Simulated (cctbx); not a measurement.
# TmInSn4Ir with cctbx, script by script

Library: cctbx 2025.11. The data are simulated by the first script.

## 1. Simulate the data

run.py:

```python
from cctbx import adptbx, crystal, miller, sgtbx, xray
from cctbx.array_family import flex
from iotbx.shelx import hklf
from scitbx import matrix
import scitbx.random

cs = crystal.symmetry(unit_cell=(4.536, 4.536, 7.601, 90, 90, 90), space_group_symbol='Hall: -P 4 2')  # P4/mmm
atoms = [  # label, site, U (iso, or U11 U22 U33 U12 U13 U23 in A^2), occupancy
    ("Ir1", (0, 0, 0.5), (0.0034, 0.0034, 0.0043, 0.0000, 0.0000, -0.0000), 1),
    ("Tm1", (0, 0, 0), (0.0042, 0.0042, 0.0037, 0.0000, 0.0000, 0.0000), 1),
    ("Sn1", (0, 0.5, 0.7007), (0.0045, 0.0056, 0.0043, 0.0000, 0.0000, 0.0000), 1),
    ("In1", (0.5, 0.5, 0), (0.0025, 0.0025, 0.0037, 0.0000, -0.0000, 0.0000), 1),
]
xs = xray.structure(crystal_symmetry=cs)
for label, site, u, occ in atoms:
    u = adptbx.u_cif_as_u_star(cs.unit_cell(), u) if isinstance(u, tuple) else u
    xs.add_scatterer(xray.scatterer(label, site=site, u=u, occupancy=occ))
xs.set_inelastic_form_factors(0.4959, "sasaki")
xs.show_summary()
p1 = xs.expand_to_p1()
ms = miller.build_set(p1, anomalous_flag=True, d_min=0.65)
flex.set_random_seed(962189)
scitbx.random.set_random_seed(962189)
ms = ms.select(flex.random_double(ms.size()) < 0.8)
i = ms.structure_factors_from_scatterers(p1, algorithm="direct").f_calc().as_intensity_array().data()
i = i * 70000 / flex.max(i)
sig = flex.sqrt(i + flex.pow2(0.06 * i) + 15 ** 2)
noise = scitbx.random.variate(scitbx.random.normal_distribution())(i.size())
data = ms.array(data=i + sig * noise, sigmas=sig).set_observation_type_xray_intensity()
with open("data.hkl", "w") as f:
    data.export_as_shelx_hklf(f)
print("reflections written:", data.size(), " <I/sigma> = %.1f" % flex.mean(data.data() / data.sigmas()))
for h, a, b in list(data.sort("data"))[:12]:
    print("%4d%4d%4d %9.1f %7.1f" % (h + (a, b)))
```

```console
$ python run.py
```

```text
Number of scatterers: 4
At special positions: 4
Unit cell: (4.536, 4.536, 7.601, 90, 90, 90)
Space group: P 4/m m m (No. 123)
reflections written: 1876  <I/sigma> = 13.9
   0   2   0   77023.9  4208.4
  -2   0   0   74831.0  4208.4
   2   0   0   68553.6  4208.4
  -1  -1   2   65697.5  3659.6
   1   1   2   63336.6  3659.6
   1  -1   2   60799.8  3659.6
  -1   1   2   60604.2  3659.6
  -1  -1  -2   60127.8  3659.6
  -1   1  -2   55755.9  3659.6
  -2   2   0   47651.6  3143.9
  -2  -2   0   47615.6  3143.9
   2   2   0   47548.1  3143.9
```

Run time: 0.23 s on 1 thread of Arm Neoverse V2, on a shared host, peak memory 0.07 GiB.

## 2. Symmetry

run.py:

```python
from cctbx import crystal, sgtbx, statistics
from cctbx.array_family import flex
from iotbx.shelx import hklf

p1 = crystal.symmetry(unit_cell=(4.536, 4.536, 7.601, 90, 90, 90), space_group_symbol="P 1")
raw = hklf.reader(file_name="data.hkl").as_miller_arrays(crystal_symmetry=p1, anomalous=True)[0]
print(raw.size(), "reflections to d = %.3f A" % raw.d_min())
isig = raw.data() / raw.sigmas()
print("centring   violations  <I/sigma> of those")
best = "P"
for c in "ABCIRF":
    a = raw.customized_copy(space_group_info=sgtbx.space_group_info("Hall: %s 1" % c)).sys_absent_flags().data()
    m = flex.mean(isig.select(a))
    print("%5s %10d of %5d %8.1f" % (c, (isig.select(a) > 4).count(True), a.count(True), m))
    if (isig.select(a) > 4).count(True) < 0.01 * a.count(True):
        best = c
raw = raw.select(~raw.customized_copy(space_group_info=sgtbx.space_group_info("Hall: %s 1" % best)).sys_absent_flags().data())
isig = raw.data() / raw.sigmas()
rows = []
for s in sgtbx.space_group_symbol_iterator():
    g = sgtbx.space_group(s)
    if g.conventional_centring_type_symbol() != best or not g.is_compatible_unit_cell(p1.unit_cell(), 1e-3, 0.02):
        continue
    rows.append((s, g))
print("Laue class    unique    Rint  (classes that these axes allow; Friedel mates merged)")
rint = {}
for s, g in rows:
    laue = g.build_derived_patterson_group()
    key = laue.type().hall_symbol()
    if key not in rint:
        m = raw.customized_copy(space_group_info=laue.info(), anomalous_flag=False).merge_equivalents()
        rint[key] = m.r_int()
        print("%-14s %6d %7.3f" % (laue.type().lookup_symbol(), m.array().size(), m.r_int()))
floor = min(rint.values())
good = [(s, g) for s, g in rows if rint[g.build_derived_patterson_group().type().hall_symbol()] < 2 * floor + 0.03]
top = max(g.build_derived_patterson_group().order_z() for s, g in good)
print("space group    extra absences  I>4sigma  <I/sigma>")
for s, g in good:
    laue = g.build_derived_patterson_group()
    if laue.order_z() != top:
        continue
    a = raw.customized_copy(space_group_info=g.info()).sys_absent_flags().data()
    a &= ~raw.customized_copy(space_group_info=laue.info()).sys_absent_flags().data()
    bad = (isig.select(a) > 4).count(True)
    if bad <= 0.03 * a.count(True):
        print("%-16s %8d %10d %9s  %s" % (s.universal_hermann_mauguin(), a.count(True), bad, "%.1f" % flex.mean(isig.select(a)) if a.count(True) else "-", "centric" if g.is_centric() else "acentric"))
laue = max(good, key=lambda t: t[1].build_derived_patterson_group().order_z())[1].build_derived_patterson_group()
f = raw.customized_copy(space_group_info=laue.info(), anomalous_flag=False).merge_equivalents().array().eliminate_sys_absent().f_sq_as_f()
f.set_observation_type_xray_amplitude()
bins = max(3, min(8, f.size() // 12))
f.setup_binner(n_bins=bins)
w = statistics.wilson_plot(f, {e: n / laue.order_z() for e, n in {'Ir': 1.0, 'Tm': 1.0, 'Sn': 4.0, 'In': 1.0}.items()}, e_statistics=True)
print("Wilson B = %.2f A^2   <|E^2-1|> = %.3f (0.968 centric, 0.736 acentric)   E^2>4: %.1f %%" % (w.wilson_b, w.mean_e_sq_minus_1, w.percent_e_sq_gt_2))
print("shell (A)         n   <I/sigma>")
m = raw.customized_copy(space_group_info=laue.info(), anomalous_flag=False).merge_equivalents().array().eliminate_sys_absent()
for b in m.setup_binner(n_bins=bins).range_used():
    sel = m.binner().selection(b)
    print("%5.2f - %4.2f %6d %8.1f" % (min(m.binner().bin_d_range(b)[0] if m.binner().bin_d_range(b)[0] > 0 else 99, 99), m.binner().bin_d_range(b)[1], sel.count(True), flex.mean((m.data() / m.sigmas()).select(sel))))
```

```console
$ python run.py
```

```text
1876 reflections to d = 0.651 A
centring   violations  <I/sigma> of those
    A        887 of   936     13.4
    B        885 of   934     13.3
    C        988 of   988     13.8
    I        895 of   926     14.5
    R       1212 of  1241     13.9
    F       1380 of  1429     13.5
Laue class    unique    Rint  (classes that these axes allow; Friedel mates merged)
P -1             1132   0.034
P 1 2/m 1         652   0.038
P 1 1 2/m         628   0.038
P 2/m 1 1         649   0.039
P m m m           381   0.041
P 4/m             321   0.042
P 4/m m m         216   0.043
space group    extra absences  I>4sigma  <I/sigma>
P 4 2 2                 0          0         -  acentric
P 4 m m                 0          0         -  acentric
P -4 2 m                0          0         -  acentric
P -4 m 2                0          0         -  acentric
P 4/m m m               0          0         -  centric
Wilson B = 0.69 A^2   <|E^2-1|> = 0.828 (0.968 centric, 0.736 acentric)   E^2>4: 2.3 %
shell (A)         n   <I/sigma>
 7.60 - 1.30     37     33.2
 1.30 - 1.03     31     39.2
 1.03 - 0.90     23     38.6
 0.90 - 0.82     28     39.6
 0.82 - 0.76     26     36.2
 0.76 - 0.72     26     37.0
 0.72 - 0.68     23     35.7
 0.68 - 0.65     22     35.3
```

Time: 0.33 s.

## 3. Patterson map

run.py:

```python
from cctbx import crystal, maptbx
from iotbx.shelx import hklf

cs = crystal.symmetry(unit_cell=(4.536, 4.536, 7.601, 90, 90, 90), space_group_symbol='Hall: -P 4 2')  # P4/mmm
raw = hklf.reader(file_name="data.hkl").as_miller_arrays(crystal_symmetry=cs, anomalous=True)[0]
merged = raw.eliminate_sys_absent().merge_equivalents()
fo2 = merged.array().set_observation_type_xray_intensity()
f = fo2.average_bijvoet_mates().f_sq_as_f()
pm = f.patterson_map(symmetry_flags=maptbx.use_space_group_symmetry, sharpening=False, resolution_factor=0.25)
peaks = pm.peak_search(parameters=maptbx.peak_search_parameters(min_distance_sym_equiv=0.4, max_clusters=14)).all()
top = peaks.heights()[0]
print("Patterson group", f.patterson_symmetry().space_group_info())
print("      u       v       w   height  length (A)")
for x, h in zip(peaks.sites(), peaks.heights()):
    y = [t - round(t) for t in x]
    print("%7.3f %7.3f %7.3f %8.1f %8.2f" % (x + (1000 * h / top, cs.unit_cell().length(y))))
```

```console
$ python run.py
```

```text
Patterson group P 4/m m m
      u       v       w   height  length (A)
  0.000   0.000   0.000   1000.0     0.00
  0.500   0.500   0.000    628.6     3.21
  0.000   0.000   0.500    529.0     3.80
  0.000   0.500   0.298    449.9     3.21
  0.500   0.500   0.500    314.2     4.97
  0.000   0.500   0.204    308.5     2.75
  0.000   0.000   0.400    165.3     3.04
  0.500   0.500   0.403    162.5     4.43
  0.052   0.195   0.049     23.6     0.99
  0.190   0.454   0.252     21.1     2.94
  0.053   0.306   0.251     19.4     2.37
  0.000   0.108   0.107     18.3     0.95
  0.099   0.179   0.000     16.6     0.93
  0.000   0.195   0.445     15.2     3.50
```

Time: 0.24 s.

## 4. Charge flipping

run.py:

```python
import itertools
from cctbx import crystal, maptbx
from cctbx.array_family import flex
from iotbx.shelx import hklf
from smtbx.ab_initio import charge_flipping as cf

cs = crystal.symmetry(unit_cell=(4.536, 4.536, 7.601, 90, 90, 90), space_group_symbol='Hall: -P 4 2')  # P4/mmm
raw = hklf.reader(file_name="data.hkl").as_miller_arrays(crystal_symmetry=cs, anomalous=True)[0]
merged = raw.eliminate_sys_absent().merge_equivalents()
fo2 = merged.array().set_observation_type_xray_intensity()
f = fo2.average_bijvoet_mates().f_sq_as_f().resolution_filter(d_min=0.65)
p1 = f.expand_to_p1()
work = p1
flex.set_random_seed(21776)
it = cf.weak_reflection_improved_iterator(delta=None, weak_reflection_fraction=0.1)
it.start(work, phases=flex.random_double(p1.size()) * 6.2832, f_000=0)
it.delta = 0.9 * it.rho_map.sigma()
print("cycle      R  skewness")
for n, st in enumerate(itertools.islice(it, 100)):
    if n % 8 == 0:
        print("%5d %6.3f %8.2f" % (n, st.r1_factor(), st.rho_map.skewness()))
rho = p1.phase_transfer(it.f_calc).fft_map().apply_volume_scaling()
polish = cf.low_density_elimination_iterator(constant_rho_c=rho.sigma())
polish.start(f_obs=p1, phases=it.f_calc, f_000=0)
for _ in range(8):
    next(polish)
print("origin shift          correlation  skewness")
maps = []
for fc, shift, cc in itertools.islice(cf.f_calc_symmetrisations(f, polish.f_calc, 0), 4):
    m = f.phase_transfer(fc).fft_map(symmetry_flags=maptbx.use_space_group_symmetry, resolution_factor=0.25).apply_sigma_scaling()
    maps.append((m.skewness(), cc, m))
    print("%6.3f %6.3f %6.3f %10.3f %9.2f" % (tuple(shift) + (cc, m.skewness())))
skew, cc, m = max((t for t in maps if t[1] > maps[0][1] - 0.04), key=lambda t: t[0])
print("taken: symmetry correlation %.3f, skewness %.2f" % (cc, skew))
peaks = m.peak_search(parameters=maptbx.peak_search_parameters(min_distance_sym_equiv=0.9, max_clusters=9)).all()
sps = cs.special_position_settings(min_distance_sym_equiv=0.5)
print("peak      x       y       z  mult  height/sigma")
for k, (x, h) in enumerate(zip(peaks.sites(), peaks.heights())):
    ss = sps.site_symmetry(x)
    print("Q%-3d %7.4f %7.4f %7.4f %4d %8.1f" % ((k + 1,) + tuple(t % 1 for t in ss.exact_site()) + (ss.multiplicity(), h)))
```

```console
$ python run.py
```

```text
cycle      R  skewness
    0  0.534     0.37
    8  0.373     1.68
   16  0.371     2.16
   24  0.358     3.46
   32  0.333     5.33
   40  0.303     6.69
   48  0.291     6.98
   56  0.269     6.90
   64  0.284     6.78
   72  0.278     6.78
   80  0.288     6.70
   88  0.283     6.69
   96  0.294     6.78
origin shift          correlation  skewness
 0.112  0.674  0.130      0.868      2.55
 0.112  0.174  0.130      0.868      2.60
 0.114  0.180  0.389      0.864      2.74
 0.113  0.682  0.392      0.863      3.02
taken: symmetry correlation 0.863, skewness 3.02
peak      x       y       z  mult  height/sigma
Q1    0.0000  0.5000  0.1626    4     10.7
Q2    0.0000  0.0000  0.5000    1     10.5
Q3    0.0000  0.5000  0.3560    4      8.2
Q4    0.0000  0.0000  0.0000    1      7.6
Q5    0.0000  0.0000  0.1510    2      6.8
Q6    0.5000  0.5000  0.4382    2      5.1
Q7    0.5000  0.5000  0.1314    2      3.6
Q8    0.0000  0.2867  0.3221    8      1.7
Q9    0.1605  0.1605  0.5000    4      1.5
```

Time: 0.39 s.

## 5. Refinement (model from the peaks)

run.py:

```python
import math
from cctbx import adptbx, crystal, maptbx, sgtbx, xray
from cctbx.array_family import flex
from cctbx.xray import observations
from iotbx.shelx import hklf
from scitbx.lstbx import normal_eqns_solving
from smtbx import absolute_structure, utils
from smtbx.refinement import constraints, least_squares

cs = crystal.symmetry(unit_cell=(4.536, 4.536, 7.601, 90, 90, 90), space_group_symbol='Hall: -P 4 2')  # P4/mmm
atoms = [  # label, site, U (iso, or U11 U22 U33 U12 U13 U23 in A^2), occupancy
    ("Sn1", (0, 0.5, 0.1626), 0.0200, 1),
    ("Ir1", (0, 0, 0.5), 0.0200, 1),
    ("Tm1", (0, 0, 0), 0.0200, 1),
]
xs = xray.structure(crystal_symmetry=cs)
for label, site, u, occ in atoms:
    u = adptbx.u_cif_as_u_star(cs.unit_cell(), u) if isinstance(u, tuple) else u
    xs.add_scatterer(xray.scatterer(label, site=site, u=u, occupancy=occ))
xs.set_inelastic_form_factors(0.4959, "sasaki")
raw = hklf.reader(file_name="data.hkl").as_miller_arrays(crystal_symmetry=cs, anomalous=True)[0]
merged = raw.eliminate_sys_absent().merge_equivalents()
fo2 = merged.array().set_observation_type_xray_intensity()
print("Rint %.3f, %d unique reflections to %.2f A" % (merged.r_int(), fo2.size(), fo2.d_min()))
for sc in xs.scatterers():
    sc.flags.set_grad_site(True)
    sc.flags.set_grad_u_aniso(sc.flags.use_u_aniso())
    sc.flags.set_grad_u_iso(sc.flags.use_u_iso())
obs = fo2.as_xray_observations()
extra = {}
rep = constraints.reparametrisation(xs, [], utils.connectivity_table(xs), **extra)
ls = least_squares.crystallographic_ls(obs, rep, weighting_scheme=least_squares.mainstream_shelx_weighting(a=0, b=0))
print("cycle     R1     wR2    GooF  max shift (A)")
for cycle in range(6):
    ls.build_up()
    r1, wr2, goof = ls.r1_factor(cutoff_factor=2)[0], ls.wR2(), ls.goof()
    old = xs.sites_cart()
    normal_eqns_solving.levenberg_marquardt_iterations(ls, n_max_iterations=3, tau=0.0001, step_threshold=1e-7)
    big = flex.max((xs.sites_cart() - old).norms())
    print("%4d %7.4f %7.4f %7.3f %9.5f" % (cycle + 1, r1, wr2, goof, big))
    ls.build_up(objective_only=True)
    if abs(ls.wR2() - wr2) < 5e-5 and big < 5e-4:
        break
ls.build_up()
print("final R1 %.4f wR2 %.4f GooF %.3f  parameters %d  data/parameter %.1f" % (ls.r1_factor(cutoff_factor=2)[0], ls.wR2(), ls.goof(), ls.n_parameters, fo2.size() / ls.n_parameters))
cov = ls.covariance_matrix_and_annotations()
su = dict(zip(cov.annotations, (math.sqrt(max(v, 0)) for v in cov.matrix.matrix_packed_u_diagonal())))
a2 = cs.unit_cell().reciprocal_parameters()[0] ** -2
print("atom        x        y        z      Ueq    occ   su(xyz)  su(Uiso or U11)")
for sc in xs.scatterers():
    s = max(su.get(sc.label + k, 0) for k in (".x", ".y", ".z"))
    npd = "" if sc.is_positive_definite_u(cs.unit_cell()) else "  NPD"
    print("%-5s %8.5f %8.5f %8.5f %8.4f %6.3f %8.5f %7.4f%s" % ((sc.label,) + sc.site + (sc.u_iso_or_equiv(cs.unit_cell()), sc.occupancy, s, su.get(sc.label + ".uiso", su.get(sc.label + ".u11", 0) * a2), npd)))
fo = fo2.f_sq_as_f()
fc = fo.structure_factors_from_scatterers(xs, algorithm="direct").f_calc()
diff = fo.f_obs_minus_f_calc(1 / math.sqrt(ls.scale_factor()), fc).average_bijvoet_mates()
m = diff.fft_map(symmetry_flags=maptbx.use_space_group_symmetry, resolution_factor=0.25).apply_volume_scaling()
print("difference map: max %.2f min %.2f rms %.2f" % (m.statistics().max(), m.statistics().min(), m.statistics().sigma()))
peaks = m.peak_search(parameters=maptbx.peak_search_parameters(min_distance_sym_equiv=0.6, max_clusters=6)).all()
near = xs.closest_distances(peaks.sites(), distance_cutoff=4)
sps = cs.special_position_settings(min_distance_sym_equiv=0.5)
for k, (x, h) in enumerate(zip(peaks.sites(), peaks.heights())):
    ss = sps.site_symmetry(x)
    print("Q%-3d %7.4f %7.4f %7.4f %4d %7.2f  %.2f A from %s" % ((k + 1,) + tuple(t % 1 for t in ss.exact_site()) + (ss.multiplicity(), h, near.smallest_distances[k], xs.scatterers()[near.i_seqs[k]].label)))
```

```console
$ python run.py
```

```text
Rint 0.043, 216 unique reflections to 0.65 A
cycle     R1     wR2    GooF  max shift (A)
   1  0.6877  0.9187  36.345   0.30416
   2  0.2954  0.5333  21.099   0.00490
   3  0.2550  0.5161  20.418   0.00154
   4  0.2537  0.5151  20.379   0.00009
final R1 0.2537 wR2 0.5151 GooF 20.377  parameters 4  data/parameter 54.0
atom        x        y        z      Ueq    occ   su(xyz)  su(Uiso or U11)
Sn1    0.00000  0.50000  0.20176   0.0001  1.000  0.00084  0.0017
Ir1    0.00000  0.00000  0.50000   0.0001  1.000  0.00000  0.0016
Tm1    0.00000  0.00000  0.00000   0.0178  1.000  0.00000  0.0025
difference map: max 156.48 min -36.49 rms 7.54
Q1    0.5000  0.5000  0.0000    1  173.43  2.74 A from Sn1
Q2    0.0000  0.0000  0.5000    1  153.20  0.00 A from Ir1
Q3    0.5000  0.5000  0.5000    1   79.12  3.21 A from Sn1
Q4    0.0000  0.5000  0.1950    4   71.27  0.05 A from Sn1
Q5    0.0000  0.0000  0.0000    1   44.74  0.00 A from Tm1
Q6    0.0000  0.5000  0.3003    4   41.25  0.75 A from Sn1
```

Time: 0.46 s.

Figures of merit this high mean that the model is still wrong or incomplete.

## 6. Refinement (atoms added from the difference map)

run.py, as its changes from the last script of this kind:

```diff
@@ -12,3 +12,4 @@
-    ("Sn1", (0, 0.5, 0.1626), 0.0200, 1),
-    ("Ir1", (0, 0, 0.5), 0.0200, 1),
-    ("Tm1", (0, 0, 0), 0.0200, 1),
+    ("Sn1", (0, 0.5, 0.20176), 0.0030, 1),
+    ("Ir1", (0, 0, 0.5), 0.0030, 1),
+    ("Tm1", (0, 0, 0), 0.0178, 1),
+    ("In1", (0.5, 0.5, 0), 0.0200, 1),
@@ -59 +60 @@
-peaks = m.peak_search(parameters=maptbx.peak_search_parameters(min_distance_sym_equiv=0.6, max_clusters=6)).all()
+peaks = m.peak_search(parameters=maptbx.peak_search_parameters(min_distance_sym_equiv=0.6, max_clusters=5)).all()
```

```console
$ python run.py
```

```text
Rint 0.043, 216 unique reflections to 0.65 A
cycle     R1     wR2    GooF  max shift (A)
   1  0.3195  0.6727  26.677   0.00100
   2  0.3961  0.7399  29.340   0.00427
   3  0.4004  0.7446  29.529   0.00060
   4  0.4005  0.7446  29.527   0.00009
final R1 0.4005 wR2 0.7446 GooF 29.527  parameters 5  data/parameter 43.2
atom        x        y        z      Ueq    occ   su(xyz)  su(Uiso or U11)
Sn1    0.00000  0.50000  0.20142   0.0001  1.000  0.00122  0.0036
Ir1    0.00000  0.00000  0.50000   0.0001  1.000  0.00000  0.0028
Tm1    0.00000  0.00000  0.00000   0.0001  1.000  0.00000  0.0035
In1    0.50000  0.50000  0.00000   0.0001  1.000  0.00000  0.0046
difference map: max 549.62 min -28.20 rms 15.18
Q1    0.0000  0.0000  0.5000    1  549.62  0.00 A from Ir1
Q2    0.5000  0.5000  0.5000    1  176.71  3.21 A from Ir1
Q3    0.0000  0.5000  0.2002    4  172.65  0.01 A from Sn1
Q4    0.0000  0.0000  0.0000    1  104.28  0.00 A from Tm1
Q5    0.0681  0.1966  0.5000    8   17.70  0.94 A from Ir1
```

It took 0.47 s on 1 thread of Arm Neoverse V2, with other jobs on the host, peak memory 0.09 GiB.

Figures of merit this high mean that the model is still wrong or incomplete.

[Logs are printed without paths, hosts, clocks, repeated set-up lines and the standing remarks that a program may print on its own settings, such as how far it seeks lower states.]
